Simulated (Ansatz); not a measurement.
Bi2Se3 (Paraguanajuatite), computed twice by G0W0.

Symmetry: R-3m, No. 166, trigonal system. The conventional cell has a = 4.143 Å, b = 4.143 Å, c = 28.636 Å, α = 90.00°, β = 90.00°, γ = 120.00°. Bi has 6 Se at 2.85 to 3.07 Å nearest. Se has 6 Bi at 3.07 Å nearest. Nearest to Se lie 3 Bi at 2.85 Å. Farther neighbours and most contacts between anions are not listed.

```xyz
5
Lattice="2.0715 1.1960 9.5453 -2.0715 1.1960 9.5453 0.0000 -2.3920 9.5453" Properties=species:S:1:pos:R:3 pbc="T T T"
Bi    0.0000    0.0000   11.4773
Bi    0.0000    0.0000   17.1587
Se    0.0000    0.0000    0.0000
Se    0.0000    0.0000    6.0622
Se    0.0000    0.0000   22.5738
```

The cell and positions come from the Crystallography Open Database and are kept as given unless a step says otherwise. Spin-orbit coupling is left out unless a run names it. PAW set soft_2, made with PBE.

The first (Ansatz 0.2.0; start PBE, 4×4×4 mesh, 423 empty bands, screening to 120 eV, plasmon pole; 1 × NVIDIA H100 80GB HBM3 (shared by 6 runs) with 3 threads of AMD EPYC 7R13 (Zen 3), shared host) gave, on its mesh: starting gap 0.23 eV, G0W0 gap 0.41 eV, RPA ε∞ (mean) 31.22, 73 s.

The second changes files from default PAW to hard PAW and frequency model from plasmon pole to contour deformation. What does it give?

It gave: starting gap 0.23 eV, G0W0 gap 0.53 eV, RPA ε∞ (mean) 30.63, 77 s. The G0W0 gap moves by +0.12 eV, +0.004 eV from the start and +0.11 eV from the correction. Σc changes by −0.11 eV at the valence top and −0.005 eV at the conduction bottom, and Σx − Vxc between them by +0.01 eV.

Limits: not at the basis limit; mesh may overstate the screening; no spin-orbit coupling.

[Paths, hosts, dates, memory and timing lines, banners, echoed tables and standing remarks are left out of the program output.]

[Logs are printed without paths, hosts, clocks, repeated set-up lines and the standing remarks that a program may print on its own settings, such as how far it seeks lower states.]

[Runs of the session that timed out or met a known fault of the program may be left out.]

[Cells called generated may have been cut or substituted from an entry of the Crystallography Open Database or the Materials Project.]

[Hosts, paths, dates, database ids (printed as entryN), source tags and the programs' standing remarks are cut or masked in the printed files.]
